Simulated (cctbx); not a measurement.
**What is wrong with this refinement?**

Cell a = 12.0820 Å, b = 12.0820 Å, c = 12.0820 Å, α = 90.00°, β = 90.00°, γ = 90.00°; space group Fm-3m (no. 225).

The data are simulated with cctbx, not measured: Ag Kα, λ = 0.56087 Å, to d = 0.65 Å, 70 % of the full sphere, strongest reflection 5000 counts, noise from counting, a 1.5 % proportional error and a noise floor of 4 counts (s.d.); no absorption, and some extinction, which the refinements don't model.

An anisotropic refinement with weights 1/σ² prints:

```text
Rint 0.063, 214 unique reflections to 0.65 A
cycle     R1     wR2    GooF  max shift (A)
   1  0.0339  0.0631   2.833   0.00060
   2  0.0195  0.0363   1.629   0.00000
final R1 0.0195 wR2 0.0363 GooF 1.629  parameters 13  data/parameter 16.5
atom        x        y        z      Ueq    occ   su(xyz)  su(Uiso or U11)
Pd1    0.11756  0.38244  0.61756   0.0081  1.000  0.00003  0.0001
Cd1    0.33289  0.16711  0.83289   0.0124  1.000  0.00003  0.0001
As1    0.75000  0.00000  0.75000   0.0093  1.000  0.00000  0.0002
As2    0.00000  0.00000  0.00000   0.0101  1.000  0.00000  0.0004
Mg1    0.50000  0.00000  0.80261   0.0176  1.000  0.00036  0.0011
difference map: max 2.02 min -1.99 rms 0.36
Q1    0.1372  0.1372  0.1372   32    2.02  0.41 A from Pd1
Q2    0.0000  0.0000  0.0000    4    1.78  0.00 A from As2
Q3    0.1007  0.1007  0.1007   32    1.56  0.35 A from Pd1
Q4    0.0574  0.0574  0.0574   32    1.52  1.20 A from As2
Q5    0.2500  0.2500  0.2500    8    1.42  1.73 A from Cd1
Q6    0.0600  0.0600  0.4400   32    1.05  1.95 A from Mg1
```

**Question.** Can this result stand? If not, what is the likely fault?

Mend it. The fault: wrong element: Cd1 is Pd. Against the right model at the same level, R1 goes from 0.0121 to 0.0195 and GooF from 1.00 to 1.63. Cd1 has 2 electrons too many and its U swells to shed them, as expected (near an absorption edge f′ can widen the mismatch well beyond the difference in Z).

The compound is Mg6As7Pd16. The right model at the same level gives:

```text
Rint 0.063, 214 unique reflections to 0.65 A
cycle     R1     wR2    GooF  max shift (A)
   1  0.0128  0.0231   1.037   0.00058
   2  0.0121  0.0222   0.998   0.00000
final R1 0.0121 wR2 0.0222 GooF 0.998  parameters 13  data/parameter 16.5
atom        x        y        z      Ueq    occ   su(xyz)  su(Uiso or U11)
Pd1    0.11757  0.38243  0.61757   0.0092  1.000  0.00002  0.0001
Pd2    0.33288  0.16712  0.83288   0.0108  1.000  0.00002  0.0001
As1    0.75000  0.00000  0.75000   0.0104  1.000  0.00000  0.0002
As2    0.00000  0.00000  0.00000   0.0111  1.000  0.00000  0.0003
Mg1    0.50000  0.00000  0.80271   0.0189  1.000  0.00022  0.0007
difference map: max 1.28 min -2.12 rms 0.25
Q1    0.0564  0.0564  0.0564   32    1.44  1.18 A from As2
Q2    0.2500  0.2500  0.2500    8    1.28  1.73 A from Pd2
Q3    0.0000  0.0000  0.0565   24    1.20  0.68 A from As2
Q4    0.0596  0.0596  0.4404   32    1.11  1.95 A from Mg1
Q5    0.0272  0.0272  0.1663   96    0.97  1.65 A from Pd1
Q6    0.1466  0.1466  0.1466   32    0.95  0.61 A from Pd1
```

Isotropic U is held between 0.0001 and 1 Å² by the program, and listed peak heights are interpolated, so they can pass the grid's maximum.

The model is made up (kin elements in a known structure type, no relaxation), so it says nothing on whether the phase exists.

[Middle refinement cycles are left out of these outputs.]

[Logs are printed without paths, hosts, clocks, repeated set-up lines and the standing remarks that a program may print on its own settings, such as how far it seeks lower states.]
